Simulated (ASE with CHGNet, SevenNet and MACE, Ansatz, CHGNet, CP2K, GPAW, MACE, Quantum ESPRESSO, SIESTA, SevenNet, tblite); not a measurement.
# Machine-learned potentials on H-capped Ge nanowire along [001] with a Si core (65 atoms): settings against a plane-wave reference

Aim: run H-capped Ge nanowire along [001] with a Si core (65 atoms) in machine-learned potentials and see how near its forces come to a plane-wave reference, and at what cost.

Calculated with ASE with CHGNet, SevenNet and MACE; the method is named at each step.

## Step 1: The starting structure

The cell holds 65 atoms: 28 Ge, 9 Si and 28 H. Its edges and angles: a = 26.501 Å, b = 26.501 Å, c = 5.658 Å, α = 90.0°, β = 90.0°, γ = 90.0°. It derives from Ge (diamond-structure). Round section of size parameter 6.53 Å cut from diamond-structure Ge (a = 5.658 Å) along [001], 1 period, broken bonds capped with H, 12 Å of vacuum, Si core of radius 3.59 Å. Then every atom was moved at random, 0.02 Å r.m.s. a Cartesian component (hydrogen 0.6 of that). Regions: wire, 37 atoms (28 Ge and 9 Si); hydrogen, 28 atoms (28 H). Vacuum lies along a and b. The structure's axis is c.

The yardstick, on the same geometry:

* method: Kohn-Sham DFT, PBE, SSSP efficiency 1.3.0 pseudopotentials, plane waves (Quantum ESPRESSO 7.5); sssp-pbe-1.3.0-efficiency, cutoffs 45/360 Ry, Γ point
* r.m.s. force component: 0.5576 eV/Å
* longest force: 2.14 eV/Å
* gap (highest filled to lowest empty level): 2.054 eV
* time: 7.8 min on 4 MPI ranks of Arm Neoverse V1, shared host
* CPU time: 31 min

## Step 2: CHGNet r2SCAN potential

Method: machine-learned interatomic potential CHGNet r2SCAN, trained on r2SCAN plane-wave data.

Input file run.py:

```python
import numpy as np
from ase.io import read
import mlip  # loads the published weights by name

atoms = read("structure.xyz")
atoms.calc = mlip.calc("chgnet-r2scan")
energy = atoms.get_potential_energy()
forces = atoms.get_forces()
print(f"energy {energy:.6f} eV")
print("forces (eV/A)")
for i, (a, f) in enumerate(zip(atoms, forces)):
    print(f"{i:4d} {a.symbol:2s} {f[0]:10.5f} {f[1]:10.5f} {f[2]:10.5f}")
```

Input file structure.xyz:

```xyz
65
Lattice="26.50091 0.00000 0.00000 0.00000 26.50091 0.00000 0.00000 0.00000 5.65800" Properties=species:S:1:pos:R:3 pbc="T T T"
Ge 9.29387 9.25544 1.43498
Ge 9.22285 11.25282 2.85010
Ge 7.24164 11.24275 4.27671
Ge 7.26496 13.23826 0.00136
Ge 9.26763 13.25523 1.38219
Ge 9.24246 15.23882 2.83754
Ge 7.26973 15.22822 4.21889
Ge 9.26498 17.26932 1.39413
Ge 13.18950 7.23899 2.80422
Ge 11.21307 7.22812 4.28073
Ge 11.27587 9.19158 0.02801
Ge 13.23323 9.26207 1.42898
Si 13.21070 11.25494 2.79166
Si 11.28541 11.24460 4.24537
Si 11.27826 13.25708 0.00464
Si 13.22210 13.24621 1.42989
Si 13.25761 15.26929 2.82408
Si 11.22685 15.27009 4.24786
Ge 11.26819 17.26932 5.63531
Ge 13.26848 17.26243 1.44483
Ge 13.25337 19.29001 2.82985
Ge 11.26633 19.32897 4.25951
Ge 15.18052 7.23899 4.23235
Ge 15.23140 9.27373 0.04232
Ge 17.29555 9.25120 1.41331
Ge 17.24891 11.21625 2.80790
Si 15.28095 11.27110 4.19829
Si 15.28970 13.23641 5.65279
Ge 17.27250 13.29683 1.46186
Ge 17.26269 15.22636 2.80478
Si 15.23696 15.26161 4.22008
Ge 15.30507 17.26799 0.00543
Ge 17.32391 17.30536 1.37721
Ge 15.20463 19.24178 4.27784
Ge 19.29107 11.21651 4.19337
Ge 19.23489 13.22819 0.04662
Ge 19.27862 15.19986 4.23597
H 7.97783 9.25067 0.54294
H 9.20483 7.98684 2.25986
H 7.22971 10.00462 5.10623
H 5.97834 11.23321 3.35587
H 5.99292 13.24886 0.86601
H 6.01915 15.22212 3.38309
H 7.22335 16.48754 5.17283
H 8.01202 17.24229 0.57355
H 9.21437 18.52652 2.28696
H 13.27987 5.94972 1.92049
H 10.00939 7.23952 3.34139
H 11.22552 6.00564 5.11500
H 13.26132 20.47381 1.97679
H 9.98899 19.25238 3.33533
H 11.23718 20.51488 5.14522
H 16.47138 7.23687 3.35633
H 15.21682 6.02286 5.11868
H 18.46239 9.21993 0.52031
H 17.23407 7.99718 2.34360
[... 5 atom lines left out ...]
H 20.50481 11.25308 3.37652
H 20.50746 13.26079 0.84678
H 20.48414 15.25790 3.35316
H 19.28180 16.49973 5.14029
```

On the command line:

```
$ OMP_NUM_THREADS=1 python run.py > output.txt
```

The log of the run:

```text
CHGNet vr2scan initialized with 412,525 parameters
CHGNet will run on cpu
energy -556.263672 eV
forces (eV/A)
   0 Ge   -0.37242    0.25183   -0.41333
   1 Ge    0.21061   -0.09503    0.08241
   2 Ge   -0.07305    0.89830   -0.52762
   3 Ge    0.12299    0.01292   -0.36108
   4 Ge    0.08917   -0.05907   -0.00918
   5 Ge    0.06725    0.16400    0.02383
   6 Ge    0.32123    0.12344    0.53252
   7 Ge    0.45865   -0.07215    0.29444
   8 Ge    0.08518   -0.05485    0.30513
   9 Ge    0.38184    0.79381   -0.54804
  10 Ge   -0.22080    0.26382   -0.21137
  11 Ge    0.06009    0.02665    0.14392
  12 Si    0.13827    0.18974    0.21947
  13 Si    0.01349    0.10515    0.04938
  14 Si    0.09614   -0.01811   -0.13486
  15 Si    0.23958    0.07044   -0.14133
  16 Si   -0.07357   -0.21663    0.10081
  17 Si    0.26708   -0.20222   -0.03119
  18 Ge   -0.11835    0.04883   -0.01951
  19 Ge    0.03645   -0.12551    0.00035
  20 Ge   -0.01000   -1.23300    1.17629
  21 Ge   -0.05867   -0.82834   -0.80744
  22 Ge   -0.04839    0.40492   -0.37112
  23 Ge    0.12852   -0.01220   -0.37132
[...]
57 H     0.28416    0.00883   -0.21311
  58 H    -0.66305    0.19450    0.65850
  59 H    -0.04656    0.33282    0.27444
  60 H     0.28265    0.26298   -0.43152
  61 H     0.91446    0.02960   -0.59686
  62 H     0.45145    0.00513    0.27824
  63 H     0.31220   -0.02017   -0.26068
  64 H     0.19895   -0.58788   -0.56801
```

It took 4.5 s on 1 thread of Arm Neoverse V1, shared host; peak memory 0.58 GiB.

Banners, paths, timers and routine set-up lines are dropped from the logs unmarked, and long logs keep their key lines alone; longer cuts are marked.

Numbers from this run, and their distance from the reference:

```
r.m.s. force component                  : 0.4003 eV/Å
r.m.s. difference of force components   : 256.8 meV/Å
longest difference of force vectors     : 927.6 meV/Å
force difference over r.m.s. force      : 46.06 %
slope of forces against the reference's : 0.6517
correlation of force components         : 0.9076
```

Length of the force difference by element (eV/Å):

```csv
element,atoms,mean,most
Ge,28,0.45,0.93
H,28,0.38,0.69
Si,9,0.35,0.53
```

A closer look about Ge21, which bears the longest force: 9 atoms, nearest first, numbered in the order of the input, with positions taken from that point.

```csv
atom,x,y,z,distance (Å),bonds,Fx,Fy,Fz (eV/Å)
Ge21,0.00,0.00,0.00,0.00,4,-0.01,-1.23,1.18
H50,0.01,1.18,-0.85,1.46,1,0.00,1.10,-0.79
Ge34,1.95,-0.05,1.45,2.43,4,0.21,-0.44,-0.62
Ge22,-1.99,0.04,1.43,2.45,4,-0.06,-0.83,-0.81
Ge20,0.02,-2.03,-1.39,2.46,4,0.04,-0.13,0.00
H60,1.99,1.17,2.31,3.26,1,-0.05,0.33,0.27
H59,3.24,-0.02,0.52,3.28,1,-0.66,0.19,0.66
H51,-3.26,-0.04,0.51,3.30,1,0.57,0.28,0.61
H52,-2.02,1.22,2.32,3.31,1,-0.01,0.55,0.44
```

Atoms are counted from 1 here, from 0 in the log.

Forces lie 46 % from the reference's, at 0.0023 times its CPU time (on 1 against 4 cores).

## Step 3: SevenNet 0 potential

Method: machine-learned interatomic potential SevenNet 0, trained on PBE(+U) plane-wave data.

Changes to run.py since step 2:

```diff
@@ -5,3 +5,3 @@
 atoms = read("structure.xyz")
-atoms.calc = mlip.calc("chgnet-r2scan")
+atoms.calc = mlip.calc("7net-0")
 energy = atoms.get_potential_energy()
```

structure.xyz is that of step 2.

The log of the run:

```text
energy -263.788361 eV
forces (eV/A)
   0 Ge   -0.65861    0.25845   -0.44077
   1 Ge    0.51882   -0.02137    0.20610
   2 Ge   -0.42575    0.48893   -0.96506
   3 Ge   -0.24441    0.08291   -0.01759
   4 Ge    0.39598   -0.11369   -0.04129
   5 Ge    0.40083    0.31221   -0.12203
   6 Ge   -0.00009    0.28707    0.44045
   7 Ge    0.56704   -0.19967    0.48165
   8 Ge    0.09679   -0.44084    0.03608
   9 Ge    0.30087    0.38626   -0.32282
  10 Ge   -0.25659    0.66979   -0.53763
  11 Ge    0.15379    0.27487    0.35283
  12 Si    0.34789    0.39527    0.54506
  13 Si    0.01694    0.24401    0.11396
  14 Si    0.22060   -0.01612   -0.38831
  15 Si    0.38925    0.15019   -0.22202
  16 Si   -0.20354   -0.47642    0.31182
  17 Si    0.61194   -0.45395   -0.04331
  18 Ge   -0.07335   -0.02157   -0.09663
  19 Ge    0.02354   -0.31313    0.03079
  20 Ge   -0.14319   -0.91523    0.76214
  21 Ge   -0.19575   -0.88448   -0.45773
  22 Ge    0.10413    0.58022    0.05042
  23 Ge    0.38574    0.13714   -0.54066
[...]
57 H     0.61190    0.04348   -0.36168
  58 H    -0.76667    0.45199    0.87077
  59 H     0.00674    0.66222    0.37394
  60 H     0.56504    0.32270   -0.61173
  61 H     1.16017   -0.02292   -0.68206
  62 H     0.55254   -0.00987    0.31382
  63 H     0.71701   -0.04354   -0.38030
  64 H     0.47033   -0.70654   -0.80650
```

Run time: 9.2 s. Hardware: 1 thread; peak memory 0.7 GiB.

Numbers from this run, and their distance from the reference:

```yaml
r_m_s_force_component: 0.4851 eV/Å
r_m_s_difference_of_force_components: 246.1 meV/Å
longest_difference_of_force_vectors: 872.9 meV/Å
force_difference_over_r_m_s_force: 44.14 %
slope_of_forces_against_the_reference_s: 0.781
correlation_of_force_components: 0.8977
```

Against the first run (46 %), the force difference from the reference is 44 %, at 2.1 times the CPU time.

## Step 4: MACE MP-0b3 medium potential

Method: machine-learned interatomic potential MACE MP-0b3 medium, trained on PBE(+U) plane-wave data.

Changes to run.py since step 3:

```diff
@@ -5,3 +5,3 @@
 atoms = read("structure.xyz")
-atoms.calc = mlip.calc("7net-0")
+atoms.calc = mlip.calc("mace-mp-0b3-medium")
 energy = atoms.get_potential_energy()
```

structure.xyz is that of step 3.

The log of the run:

```text
energy -262.011721 eV
forces (eV/A)
   0 Ge   -0.85001    0.09999   -0.46421
   1 Ge    0.62172    0.15448    0.16029
   2 Ge   -0.44773    0.44582   -0.76956
   3 Ge    0.25553    0.13925   -0.25328
   4 Ge    0.16613   -0.13480    0.21654
   5 Ge    0.48660    0.19430   -0.19567
   6 Ge   -0.01236    0.39345    0.76983
   7 Ge    0.34648   -0.03537    0.55214
   8 Ge    0.04462    0.06635    0.20316
   9 Ge    0.19232    0.37020   -0.64237
  10 Ge   -0.08739    0.82122   -0.50169
  11 Ge    0.11048    0.02931    0.18692
  12 Si    0.35750    0.28953    0.57487
  13 Si   -0.18098    0.02591    0.15032
  14 Si    0.11702    0.00693   -0.44564
  15 Si    0.38183    0.14058   -0.20172
  16 Si   -0.24437   -0.38986    0.37761
  17 Si    0.46827   -0.33468   -0.06390
  18 Ge    0.06966   -0.05594   -0.07163
  19 Ge    0.06982   -0.07746   -0.21643
  20 Ge   -0.14075   -1.44471    0.94262
  21 Ge   -0.40513   -0.86574   -0.72963
  22 Ge    0.29047    0.49895   -0.15351
  23 Ge    0.24519    0.15687   -0.59793
[...]
57 H     0.10256    0.19964    0.10579
  58 H    -0.51150   -0.01164    0.45574
  59 H    -0.10599    0.68049    0.50679
  60 H     0.07543    0.07920   -0.26141
  61 H     1.12382    0.10648   -0.75624
  62 H     0.89241    0.00629    0.45488
  63 H     0.69279   -0.14277   -0.49348
  64 H     0.01244   -0.50322   -0.42885
```

It took 8.4 s on 1 thread; peak memory 0.75 GiB.

Compared with the plane-wave run:

```yaml
r_m_s_force_component: 0.4752 eV/Å
r_m_s_difference_of_force_components: 160 meV/Å
longest_difference_of_force_vectors: 646.7 meV/Å
force_difference_over_r_m_s_force: 28.7 %
slope_of_forces_against_the_reference_s: 0.8219
correlation_of_force_components: 0.9645
```

Against the first run (46 %), the force difference from the reference is 29 %, at 2.0 times the CPU time.

## Step 5: Side by side

Differences are against the plane-wave reference, forces as r.m.s. over components; share is that over the reference's r.m.s. force, slope the least-squares factor from reference forces to these. Total energies of different programs have different zeros and aren't compared.

```csv
run,"Δ force, r.m.s. (meV/Å)",share (%),slope,cores,CPU time,memory (GiB)
reference,-,-,-,4,31 min,8.2
CHGNet r2SCAN potential,257,46.1,0.652,1,4.3 s,0.58
SevenNet 0 potential,246,44.1,0.781,1,8.8 s,0.7
MACE MP-0b3 medium potential,160,28.7,0.822,1,8.4 s,0.75
```

Times of the machine-learned potentials are mostly Python's start and the loading of weights.

CPU time is summed over cores on a shared host, where runs went side by side, so it is rough. Symmetry, cutoffs, thresholds, outputs and thread counts weren't matched or tuned between programs; memory under MPI is the largest rank's times the ranks.

## Step 6: What came out

```yaml
nearest_in_forces: MACE MP-0b3 medium potential, 29 %
its_cpu_time: 8.4 s
```

What this shows: Machine-learned potentials differ by 29 % (MACE MP-0b3 medium potential) to 46 % (CHGNet r2SCAN potential); they were trained on other programs' data, some at another functional. Among those trained on PBE data the slope goes as low as 0.78, with a correlation of 0.90, so directions differ as well as sizes. Machine-learned potentials mimic data converged in k, so the reference's own k-point error enters their differences. The cell is under 6 Å thick along one periodic direction, so every atom has periodic images of itself close by, which move with it and show among its neighbours and in g(r). The electronic-structure runs sample only Γ, in a cell whose periodic width is 6 Å.

[Also dropped from logs without a mark: logging warnings of Python, and SIESTA's first energy breakdown and zero terms.]

[Logs are printed without paths, hosts, clocks, repeated set-up lines and the standing remarks that a program may print on its own settings, such as how far it seeks lower states.]

[Hosts, paths, dates, database ids (printed as entryN), source tags and the programs' standing remarks are cut or masked in the printed files.]
